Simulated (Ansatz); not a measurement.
# The perfect Rh wire along [100], 4 atoms a period

Wanted: the relaxed geometry and the bands of the Rh wire along [100], 4 atoms a period.

Calculated with Ansatz 0.2.0; DFT PBE, plane waves, PAW; relaxation of a wire's period; PAW set soft_1, in the first sound run; inputs show where later runs differ.

### 1. Starting point

The cell holds 4 atoms: 4 Rh. Cell: a = 8.715 Å, b = 8.715 Å, c = 3.830 Å, α = 90.0°, β = 90.0°, γ = 90.0°. Vacuum lies along a and b. The structure's axis is c.

### 2. Relaxation of atoms and period

Band widths follow the bond lengths, so the wire is relaxed first. The atoms and the third cell vector are free; the box across stays fixed as vacuum. A Fermi-Dirac smearing is set since the result may be a metal. The pressure printed is a third of the stress's trace over the whole box, vacuum included; only the stress along the axis is relaxed.

Contents of input.yaml:

```yaml
crystal:
  lattice:
    - [8.715, 0.0, 0.0]
    - [0.0, 8.715, 0.0]
    - [0.0, 0.0, 3.83]
  atoms:
    - { symbol: Rh, position: [0.390131956, 0.390131956, 0.0] }
    - { symbol: Rh, position: [0.609868044, 0.609868044, 0.0] }
    - { symbol: Rh, position: [0.390131956, 0.609868044, 0.5] }
    - { symbol: Rh, position: [0.609868044, 0.390131956, 0.5] }
kpoints:
  mp_grid: { grid: [1, 1, 21] }
scf:
  occupations: { method: fermi_dirac, width: 0.05 }
hamiltonian:
  xc: pbe
  pseudopotentials: { kind: paw, azcp: { folder: soft_1 } }
relax:
  cell: { fix: [a, b, alpha, beta, gamma] }
  max_steps: 45
  f_tol: 0.03
```

The run is started by

```
ansatz run input.yaml --threads 4 --pin off --max-ram 16384MiB --backend cpu --events-out ev --progress --plain --runs-dir out
```

Numbers of over 12 decimals in the logs are rounded to 6 here.

What it wrote:

```text
Engine: ansatz 0.2.0, aarch64-unknown-linux-gnu
Pseudopotentials: kind: paw
Pseudopotential: Rh, paw, valence charge 17, recommended cutoff 420 eV (normal), soft_1/Rh.paw.azcp
Functional definition: PBE
  parameter kappa = 0.804
  parameter beta = 0.066725
  exchange = pbe_x(kappa = kappa, mu = beta*pi^2/3)
  correlation = pbe_c(beta = beta)
Crystal: 4 atoms, lattice volume = 290.893 Å³
Basis set: ecut = 420 eV, 5701 PW (Γ), exchange–correlation on 120×120×54 points (8 copies of the dense FFT grid, shifted against one another)
Bands: 41, of which v1, the nominal top of the filled ones, is band 34 counted from 1 (33 counted from 0)
Symmetry: 16 space group operations
Space group: P42/mcm (ITA 132), of the structure as read, at distance tolerance 6.6e-5 Å
k-points: 11 of 21
Non-local potential: Rh, projectors of the file, l = 0: 3, l = 1: 2, l = 2: 2, l = 3: 1
PAW form: soft (Blöchl's): semilocal exchange-correlation on the pseudo side does not see the compensation charge
PAW one-centre angular grid: Rh, 590 points (default); XC on 64 Gauss nodes
Initial density: superposition of atomic densities (neutral atoms: chi_scale 0, normalization atom)
Initial wavefunctions: pseudopotential atomic-orbital guess
Functional: x = pbe(κ = 0.804, μ = 0.219515), c = pbe(β = 0.066725)
SCF iter   1: F=—  HF=-25604.177847 eV  |F-HF|=—  |Δ(HF+E_count)|=         —  Δρ=3.23e-2  dr2=6.55e0  ethr=3.10e-3  ⟨swp⟩=6.5  Hψ=1733  notcnv=0
preconditioner: auto → LDOS  [metal: Δε(μ)=0.024 eV  Ē_g=3.473 eV  σ=0.050 eV  W_gap=0.12  n_scr=42 (ndim 8)  ℏωp=13.1 eV  f_vac=0.597  D(μ)=20.96/eV (n_scr^D=228)  β→1.0]
SCF iter   2: F=—  HF=-25604.725520 eV  |F-HF|=—  |Δ(HF+E_count)|=   5.48e-1  Δρ=4.45e-2  dr2=9.12e0  ethr=3.10e-3  ⟨swp⟩=3.0  Hψ=1340  notcnv=0
SCF iter   3: F=—  HF=-25602.346482 eV  |F-HF|=—  |Δ(HF+E_count)|=    2.38e0  Δρ=8.89e-3  dr2=2.75e-1  ethr=3.10e-3  ⟨swp⟩=3.0  Hψ=1093  notcnv=0
SCF iter   4: F=—  HF=-25602.305036 eV  |F-HF|=—  |Δ(HF+E_count)|=   4.14e-2  Δρ=5.19e-3  dr2=4.14e-2  ethr=4.05e-4  ⟨swp⟩=2.0  Hψ=782  notcnv=0
SCF iter   5: F=—  HF=-25602.299790 eV  |F-HF|=—  |Δ(HF+E_count)|=   5.25e-3  Δρ=1.94e-3  dr2=9.09e-3  ethr=6.09e-5  ⟨swp⟩=2.1  Hψ=850  notcnv=0
SCF iter   6: F=—  HF=-25602.298528 eV  |F-HF|=—  |Δ(HF+E_count)|=   1.26e-3  Δρ=6.41e-4  dr2=1.46e-3  ethr=1.34e-5  ⟨swp⟩=2.2  Hψ=672  notcnv=0
SCF iter   7: F=—  HF=-25602.298348 eV  |F-HF|=—  |Δ(HF+E_count)|=   1.79e-4  Δρ=2.04e-4  dr2=1.32e-4  ethr=2.14e-6  ⟨swp⟩=2.1  Hψ=666  notcnv=0
SCF iter   8: F=—  HF=-25602.298337 eV  |F-HF|=—  |Δ(HF+E_count)|=   1.12e-5  Δρ=4.76e-5  dr2=4.94e-6  ethr=1.94e-7  ⟨swp⟩=2.0  Hψ=602  notcnv=0
SCF iter   9: F=—  HF=-25602.298018 eV  |F-HF|=—  |Δ(HF+E_count)|=   3.19e-4  Δρ=1.04e-5  dr2=2.52e-7  ethr=7.26e-9  ⟨swp⟩=2.0  Hψ=656  notcnv=0
SCF iter  10: F=-25602.298018 eV  HF=-25602.298018 eV  |F-HF|=1.08e-8  |Δ(HF+E_count)|=   1.11e-7  Δρ=1.93e-6  dr2=5.82e-9  ethr=1.47e-10  ⟨swp⟩=4.2  Hψ=1496  notcnv=0
SCF 1 converged in 10 iterations: F = -25602.298018 eV  dr2 = 5.82e-9
  greatest PAW one-centre occupation: 1.000 electrons in one spin orbital (limit 2), on the Rh atom at site 3 (counted from 0), in its partial waves of l = 0
relax step   1: F+E_penalty+E_count = -25602.29801835 eV  Δ(F+E_penalty+E_count) = +0.000e0 eV  max|allowed force component| = 1.719e0 eV/Å  Δτ_max = 0.0000 Å  P = -4.002 GPa  Ω = 290.893 Å³  fix = [a, b, alpha, beta, gamma]  reactions: a -3.770, b -3.770 GPa  (10 SCF iters, dr2 threshold 1.00e-7 eV, accepted)
Crystal: 4 atoms, lattice volume = 285.235 Å³
Basis set: ecut = 420 eV, 5597 PW (Γ), exchange–correlation on 120×120×54 points (8 copies of the dense FFT grid, shifted against one another)
Initial density: handed on by an earlier stage of this run
Initial wavefunctions: those handed on with the density
iter 1 solved again at ethr=5.20e-4 eV; its pass at ethr=3.10e-3 eV (dr2=3.53e-1 eV) is discarded
SCF iter   1: F=—  HF=-25602.873974 eV  |F-HF|=—  |Δ(HF+E_count)|=         —  Δρ=2.06e-2  dr2=3.58e-1  ethr=5.20e-4  ⟨swp⟩=1.1  Hψ=2307  notcnv=0
preconditioner: auto → LDOS  [metal: Δε(μ)=0.033 eV  Ē_g=3.995 eV  σ=0.050 eV  W_gap=0.16  n_scr=42 (ndim 8)  ℏωp=13.2 eV  f_vac=0.658  D(μ)=8.21/eV (n_scr^D=62)  β→1.0]
SCF iter   2: F=—  HF=-25602.878081 eV  |F-HF|=—  |Δ(HF+E_count)|=   4.11e-3  Δρ=7.14e-3  dr2=2.07e-1  ethr=5.20e-4  ⟨swp⟩=2.9  Hψ=835  notcnv=0
SCF iter   3: F=—  HF=-25602.828267 eV  |F-HF|=—  |Δ(HF+E_count)|=   4.98e-2  Δρ=3.11e-3  dr2=4.17e-2  ethr=3.04e-4  ⟨swp⟩=3.2  Hψ=1020  notcnv=0
SCF iter   4: F=—  HF=-25602.816412 eV  |F-HF|=—  |Δ(HF+E_count)|=   1.19e-2  Δρ=7.92e-4  dr2=2.23e-3  ethr=6.14e-5  ⟨swp⟩=2.0  Hψ=726  notcnv=0
SCF iter   5: F=—  HF=-25602.815597 eV  |F-HF|=—  |Δ(HF+E_count)|=   8.14e-4  Δρ=1.52e-4  dr2=8.27e-5  ethr=3.29e-6  ⟨swp⟩=2.0  Hψ=649  notcnv=0
SCF iter   6: F=—  HF=-25602.815277 eV  |F-HF|=—  |Δ(HF+E_count)|=   3.21e-4  Δρ=2.20e-5  dr2=1.46e-6  ethr=1.22e-7  ⟨swp⟩=2.9  Hψ=916  notcnv=0
SCF iter   7: F=-25602.815277 eV  HF=-25602.815277 eV  |F-HF|=1.30e-8  |Δ(HF+E_count)|=   3.53e-9  Δρ=6.47e-6  dr2=9.58e-8  ethr=5.88e-10  ⟨swp⟩=5.0  Hψ=1679  notcnv=0
SCF 2 converged in 7 iterations: F = -25602.815277 eV  dr2 = 9.58e-8
relax step   2: F+E_penalty+E_count = -25602.81527661 eV  Δ(F+E_penalty+E_count) = -5.173e-1 eV  max|allowed force component| = 1.883e0 eV/Å  Δτ_max = 0.1952 Å  P = +3.200 GPa  Ω = 285.235 Å³  energy of the carried Pulay correction = +5.385e-4 eV  fix = [a, b, alpha, beta, gamma]  reactions: a +3.373, b +3.373 GPa  (7 SCF iters, dr2 threshold 4.00e-7 eV, accepted)
Crystal: 4 atoms, lattice volume = 283.502 Å³
Basis set: ecut = 420 eV, 5533 PW (Γ), exchange–correlation on 120×120×54 points (8 copies of the dense FFT grid, shifted against one another)
iter 1 solved again at ethr=1.94e-4 eV; its pass at ethr=3.10e-3 eV (dr2=1.32e-1 eV) is discarded
SCF iter   1: F=—  HF=-25603.035207 eV  |F-HF|=—  |Δ(HF+E_count)|=         —  Δρ=1.37e-2  dr2=1.32e-1  ethr=1.94e-4  ⟨swp⟩=2.0  Hψ=1904  notcnv=0
preconditioner: auto → LDOS  [metal: Δε(μ)=0.007 eV  Ē_g=3.440 eV  σ=0.050 eV  W_gap=0.03  n_scr=42 (ndim 8)  ℏωp=13.2 eV  f_vac=0.631  D(μ)=18.42/eV (n_scr^D=184)  β→1.0]
SCF iter   2: F=—  HF=-25603.059417 eV  |F-HF|=—  |Δ(HF+E_count)|=   2.42e-2  Δρ=4.56e-3  dr2=7.40e-2  ethr=1.94e-4  ⟨swp⟩=2.7  Hψ=849  notcnv=0
SCF iter   3: F=—  HF=-25603.043745 eV  |F-HF|=—  |Δ(HF+E_count)|=   1.57e-2  Δρ=2.07e-3  dr2=1.79e-2  ethr=1.09e-4  ⟨swp⟩=2.1  Hψ=858  notcnv=0
SCF iter   4: F=—  HF=-25603.038892 eV  |F-HF|=—  |Δ(HF+E_count)|=   4.85e-3  Δρ=6.04e-4  dr2=1.17e-3  ethr=2.63e-5  ⟨swp⟩=2.0  Hψ=755  notcnv=0
SCF iter   5: F=—  HF=-25603.038548 eV  |F-HF|=—  |Δ(HF+E_count)|=   3.44e-4  Δρ=1.46e-4  dr2=6.02e-5  ethr=1.72e-6  ⟨swp⟩=2.0  Hψ=647  notcnv=0
SCF iter   6: F=—  HF=-25603.038250 eV  |F-HF|=—  |Δ(HF+E_count)|=   2.98e-4  Δρ=3.42e-5  dr2=3.01e-6  ethr=8.86e-8  ⟨swp⟩=2.0  Hψ=659  notcnv=0
SCF iter   7: F=-25603.038250 eV  HF=-25603.038250 eV  |F-HF|=1.37e-7  |Δ(HF+E_count)|=   7.73e-8  Δρ=9.90e-6  dr2=2.29e-7  ethr=5.88e-10  ⟨swp⟩=5.0  Hψ=1829  notcnv=0
SCF 3 converged in 7 iterations: F = -25603.038250 eV  dr2 = 2.29e-7
relax step   3: F+E_penalty+E_count = -25603.03824992 eV  Δ(F+E_penalty+E_count) = -2.230e-1 eV  max|allowed force component| = 6.972e-1 eV/Å  Δτ_max = 0.1109 Å  P = -1.334 GPa  Ω = 283.502 Å³  energy of the carried Pulay correction = +7.055e-4 eV  fix = [a, b, alpha, beta, gamma]  reactions: a -1.541, b -1.541 GPa  (7 SCF iters, dr2 threshold 4.00e-7 eV, accepted)
Crystal: 4 atoms, lattice volume = 284.552 Å³
Basis set: ecut = 420 eV, 5589 PW (Γ), exchange–correlation on 120×120×54 points (8 copies of the dense FFT grid, shifted against one another)
iter 1 solved again at ethr=2.83e-5 eV; its pass at ethr=3.10e-3 eV (dr2=1.93e-2 eV) is discarded
SCF iter   1: F=—  HF=-25603.131133 eV  |F-HF|=—  |Δ(HF+E_count)|=         —  Δρ=5.48e-3  dr2=2.00e-2  ethr=2.83e-5  ⟨swp⟩=1.5  Hψ=1779  notcnv=0
preconditioner: auto → LDOS  [metal: Δε(μ)=0.029 eV  Ē_g=3.595 eV  σ=0.050 eV  W_gap=0.15  n_scr=42 (ndim 8)  ℏωp=13.2 eV  f_vac=0.641  D(μ)=13.55/eV (n_scr^D=122)  β→1.0]
SCF iter   2: F=—  HF=-25603.130786 eV  |F-HF|=—  |Δ(HF+E_count)|=   3.47e-4  Δρ=1.62e-3  dr2=9.48e-3  ethr=2.83e-5  ⟨swp⟩=2.2  Hψ=805  notcnv=0
SCF iter   3: F=—  HF=-25603.128964 eV  |F-HF|=—  |Δ(HF+E_count)|=   1.82e-3  Δρ=7.66e-4  dr2=2.62e-3  ethr=1.39e-5  ⟨swp⟩=2.0  Hψ=829  notcnv=0
SCF iter   4: F=—  HF=-25603.128244 eV  |F-HF|=—  |Δ(HF+E_count)|=   7.20e-4  Δρ=2.12e-4  dr2=1.86e-4  ethr=3.86e-6  ⟨swp⟩=2.0  Hψ=710  notcnv=0
SCF iter   5: F=—  HF=-25603.127930 eV  |F-HF|=—  |Δ(HF+E_count)|=   3.14e-4  Δρ=4.79e-5  dr2=7.34e-6  ethr=2.73e-7  ⟨swp⟩=2.0  Hψ=646  notcnv=0
SCF iter   6: F=-25603.127927 eV  HF=-25603.127927 eV  |F-HF|=9.70e-8  |Δ(HF+E_count)|=   2.13e-6  Δρ=9.89e-6  dr2=2.78e-7  ethr=5.88e-10  ⟨swp⟩=3.9  Hψ=2007  notcnv=0
SCF 4 converged in 6 iterations: F = -25603.127927 eV  dr2 = 2.78e-7
relax step   4: F+E_penalty+E_count = -25603.12792734 eV  Δ(F+E_penalty+E_count) = -8.968e-2 eV  max|allowed force component| = 1.313e-1 eV/Å  Δτ_max = 0.0374 Å  P = -0.138 GPa  Ω = 284.552 Å³  energy of the carried Pulay correction = +6.042e-4 eV  fix = [a, b, alpha, beta, gamma]  reactions: a -0.372, b -0.372 GPa  (6 SCF iters, dr2 threshold 4.00e-7 eV, accepted)
Crystal: 4 atoms, lattice volume = 288.105 Å³
Basis set: ecut = 420 eV, 5645 PW (Γ), exchange–correlation on 120×120×54 points (8 copies of the dense FFT grid, shifted against one another)
iter 1 solved again at ethr=6.34e-6 eV; its pass at ethr=3.10e-3 eV (dr2=4.31e-3 eV) is discarded
SCF iter   1: F=—  HF=-25603.134756 eV  |F-HF|=—  |Δ(HF+E_count)|=         —  Δρ=2.84e-3  dr2=4.22e-3  ethr=6.34e-6  ⟨swp⟩=2.0  Hψ=2118  notcnv=0
preconditioner: auto → LDOS  [metal: Δε(μ)=0.084 eV  Ē_g=3.625 eV  σ=0.050 eV  W_gap=0.38  n_scr=42 (ndim 8)  ℏωp=13.1 eV  f_vac=0.645  D(μ)=11.49/eV (n_scr^D=94)  β→1.0]
SCF iter   2: F=—  HF=-25603.134255 eV  |F-HF|=—  |Δ(HF+E_count)|=   5.01e-4  Δρ=3.97e-4  dr2=2.14e-4  ethr=6.21e-6  ⟨swp⟩=2.1  Hψ=694  notcnv=0
SCF iter   3: F=—  HF=-25603.133998 eV  |F-HF|=—  |Δ(HF+E_count)|=   2.57e-4  Δρ=1.90e-4  dr2=1.27e-4  ethr=3.15e-7  ⟨swp⟩=2.2  Hψ=853  notcnv=0
SCF iter   4: F=—  HF=-25603.133959 eV  |F-HF|=—  |Δ(HF+E_count)|=   3.92e-5  Δρ=3.86e-5  dr2=2.27e-6  ethr=1.87e-7  ⟨swp⟩=2.0  Hψ=655  notcnv=0
SCF iter   5: F=-25603.133959 eV  HF=-25603.133959 eV  |F-HF|=9.28e-8  |Δ(HF+E_count)|=   2.24e-7  Δρ=1.10e-5  dr2=2.86e-7  ethr=5.88e-10  ⟨swp⟩=5.0  Hψ=1809  notcnv=0
SCF 5 converged in 5 iterations: F = -25603.133959 eV  dr2 = 2.86e-7
relax step   5: F+E_penalty+E_count = -25603.13395863 eV  Δ(F+E_penalty+E_count) = -6.031e-3 eV  max|allowed force component| = 1.187e-1 eV/Å  Δτ_max = 0.0180 Å  P = +0.107 GPa  Ω = 288.105 Å³  energy of the carried Pulay correction = +2.640e-4 eV  fix = [a, b, alpha, beta, gamma]  reactions: a +0.117, b +0.117 GPa  (5 SCF iters, dr2 threshold 4.00e-7 eV, accepted)
Crystal: 4 atoms, lattice volume = 287.697 Å³
Basis set: ecut = 420 eV, 5629 PW (Γ), exchange–correlation on 120×120×54 points (8 copies of the dense FFT grid, shifted against one another)
iter 1 solved again at ethr=5.99e-7 eV; its pass at ethr=3.10e-3 eV (dr2=4.07e-4 eV) is discarded
SCF iter   1: F=—  HF=-25603.136081 eV  |F-HF|=—  |Δ(HF+E_count)|=         —  Δρ=8.41e-4  dr2=4.07e-4  ethr=5.99e-7  ⟨swp⟩=3.0  Hψ=1992  notcnv=0
preconditioner: auto → LDOS  [metal: Δε(μ)=0.064 eV  Ē_g=3.602 eV  σ=0.050 eV  W_gap=0.30  n_scr=42 (ndim 8)  ℏωp=13.1 eV  f_vac=0.643  D(μ)=12.21/eV (n_scr^D=102)  β→1.0]
SCF iter   2: F=—  HF=-25603.136092 eV  |F-HF|=—  |Δ(HF+E_count)|=   1.15e-5  Δρ=1.77e-4  dr2=1.09e-4  ethr=5.99e-7  ⟨swp⟩=2.0  Hψ=733  notcnv=0
SCF iter   3: F=—  HF=-25603.135832 eV  |F-HF|=—  |Δ(HF+E_count)|=   2.61e-4  Δρ=1.17e-4  dr2=6.22e-5  ethr=1.61e-7  ⟨swp⟩=2.0  Hψ=837  notcnv=0
SCF iter   4: F=—  HF=-25603.135815 eV  |F-HF|=—  |Δ(HF+E_count)|=   1.63e-5  Δρ=4.74e-5  dr2=9.53e-6  ethr=9.15e-8  ⟨swp⟩=2.0  Hψ=574  notcnv=0
SCF iter   5: F=-25603.135812 eV  HF=-25603.135813 eV  |F-HF|=3.10e-7  |Δ(HF+E_count)|=   2.89e-6  Δρ=1.02e-5  dr2=3.78e-7  ethr=5.88e-10  ⟨swp⟩=4.0  Hψ=2033  notcnv=0
SCF 6 converged in 5 iterations: F = -25603.135812 eV  dr2 = 3.78e-7
relax step   6: F+E_penalty+E_count = -25603.13581228 eV  Δ(F+E_penalty+E_count) = -1.854e-3 eV  max|allowed force component| = 1.322e-2 eV/Å  Δτ_max = 0.0065 Å  P = -0.097 GPa  Ω = 287.697 Å³  energy of the carried Pulay correction = +3.029e-4 eV  fix = [a, b, alpha, beta, gamma]  reactions: a -0.137, b -0.137 GPa  (5 SCF iters, dr2 threshold 4.00e-7 eV, accepted)
Initial wavefunctions: pseudopotential atomic-orbital guess (no wavefunctions were taken with the density)
iter 1 solved again at ethr=6.42e-7 eV; its pass at ethr=3.10e-3 eV (dr2=4.36e-4 eV) is discarded
SCF iter   1: F=—  HF=-25603.135551 eV  |F-HF|=—  |Δ(HF+E_count)|=         —  Δρ=2.62e-5  dr2=7.28e-7  ethr=6.42e-7  ⟨swp⟩=3.0  Hψ=2899  notcnv=0
eigensolver tolerance schedule: the retry pair's looser diagonalisation over-reported the residual by 598.48 of it (diagonalisation noise at 0.14 of the residual, at the tolerance the schedule requests for it); recorded, not acted on — ethr = c·dr2/N_el stays at c = 1.0e-1
preconditioner: auto → LDOS  [metal: Δε(μ)=0.065 eV  Ē_g=3.602 eV  σ=0.050 eV  W_gap=0.30  n_scr=42 (ndim 8)  ℏωp=13.1 eV  f_vac=0.643  D(μ)=12.18/eV (n_scr^D=102)  β→1.0]
SCF iter   2: F=—  HF=-25603.135301 eV  |F-HF|=—  |Δ(HF+E_count)|=   2.50e-4  Δρ=1.91e-5  dr2=1.06e-6  ethr=1.07e-9  ⟨swp⟩=3.0  Hψ=1030  notcnv=0
SCF iter   3: F=—  HF=-25603.135301 eV  |F-HF|=—  |Δ(HF+E_count)|=   3.47e-7  Δρ=2.61e-6  dr2=3.14e-8  ethr=1.07e-9  ⟨swp⟩=2.8  Hψ=816  notcnv=0
SCF iter   4: F=—  HF=-25603.135301 eV  |F-HF|=—  |Δ(HF+E_count)|=   8.85e-9  Δρ=9.35e-7  dr2=2.62e-9  ethr=4.62e-11  ⟨swp⟩=2.4  Hψ=804  notcnv=0
SCF iter   5: F=—  HF=-25603.135301 eV  |F-HF|=—  |Δ(HF+E_count)|=  4.47e-10  Δρ=1.42e-7  dr2=5.08e-11  ethr=3.85e-12  ⟨swp⟩=2.0  Hψ=656  notcnv=0
SCF iter   6: F=-25603.135301 eV  HF=-25603.135301 eV  |F-HF|=7.28e-12  |Δ(HF+E_count)|=  2.91e-11  Δρ=1.80e-8  dr2=1.47e-12  ethr=1.00e-12  ⟨swp⟩=4.2  Hψ=1489  notcnv=0
SCF 7 converged in 6 iterations: F = -25603.135301 eV  dr2 = 1.47e-12
relax step   7: F+E_penalty+E_count = -25603.13530072 eV  Δ(F+E_penalty+E_count) = +5.116e-4 eV  max|allowed force component| = 1.310e-2 eV/Å  Δτ_max = 0.0000 Å  P = -0.090 GPa  Ω = 287.697 Å³  fix = [a, b, alpha, beta, gamma]  reactions: a -0.130, b -0.130 GPa  stress off target by 7.93e-3 GPa on what of the cell is left free  SCF on the basis re-selected at this cell (its energy is not comparable with the rows above)  (6 SCF iters)
basis re-selected at this cell: Δ(F+E_penalty+E_count) = +5.116e-4 eV, ΔP = +0.008 GPa vs the last step (what re-selecting the basis moved, of the pressure what is left beyond the Pulay correction that the steps carried, after the strain that the cell walked since its last selection, with what the two solves' SCF thresholds leave and, on support functions, any second-order correction that the steps lacked; it is no m [...]
SCF converged after 6 iterations
Free energy (F): -25603.135301 eV
Harris-Foulkes:  -25603.135301 eV  (|F-HF|=7.28e-12)
Internal energy: -25603.035849 eV  (E = F + TS)
E sigma→0 (E₀):  -25603.085575 eV
Entropy (-TS):   -0.099452 eV (-24.863 meV/atom)
Fermi energy:    1.039336 eV
--- Per-component energies (eV) ---
  E_band       = -1733.945028
  E_kinetic    = 2145.974625
  E_local      = -25389.845734  (includes V_loc(G=0)·N_el)
  E_nonlocal   = 1210.069295
  E_hartree    = 11231.027914
  E_xc         = -796.447852
  E_vxc        = -997.766841  (∫ρ·V_xc dr)
  E_paw        = -14419.690882  (= ΣΔE_a)
  E_vpaw       = -1164.432452  (= ΣTr[D̂ρ^β])
  E_aug_tail   = 0.000381  (compensation charges beyond the density's cutoff)
  E_ewald      = 415.876405
  E_smearing   = -0.099452  (= −TS)
  E_closure    = 0.000000  (closes the sum)
  Σ components = -25603.135301   (vs F -25603.135301, Δ=0.00e0)
--- Forces (eV/Å), atoms counted from 1 ---
  atom   1  Rh     0.01310427     0.01310427     0.00000000
  atom   2  Rh    -0.01310427    -0.01310427     0.00000000
  atom   3  Rh     0.01310427    -0.01310427     0.00000000
  atom   4  Rh    -0.01310427     0.01310427     0.00000000
  max |Σ_I F_I| component: 3.47e-18 eV/Å
--- Stress (GPa, compression-positive) ---
       -0.130437       0.000000       0.000000
        0.000000      -0.130437       0.000000
        0.000000       0.000000      -0.007929
  P = ⅓ Tr σ = -0.0896 GPa (-0.896 kbar)
--- Relaxed structure (6 steps of the walk, 6 accepted, 1 SCFs on fresh bases) ---
  F+E_penalty+E_count = -25603.13530072 eV   max|allowed force component| = 1.310e-2 eV/Å   (the final SCF, on the basis selected at the relaxed cell)
  cell:  # Å, volume = 287.6970 Å³
    - [8.715, 0.0, 0.0]
    - [0.0, 8.715, 0.0]
    - [0.0, 0.0, 3.787917]
  atoms:
    - { symbol: Rh, position: [0.400946, 0.400946, 0.0] }
    - { symbol: Rh, position: [0.599054, 0.599054, 0.0] }
    - { symbol: Rh, position: [0.400946, 0.599054, 0.500000] }
    - { symbol: Rh, position: [0.599054, 0.400946, 0.500000] }
```

Elapsed: 12 s, on 4 threads of Arm Neoverse V1, shared host; peak memory 0.62 GiB.

(Part 1 of 2 ends here.)

[Logs are printed without paths, hosts, clocks, repeated set-up lines and the standing remarks that a program may print on its own settings, such as how far it seeks lower states.]

[Hosts, paths, dates, database ids (printed as entryN), source tags and the programs' standing remarks are cut or masked in the printed files.]
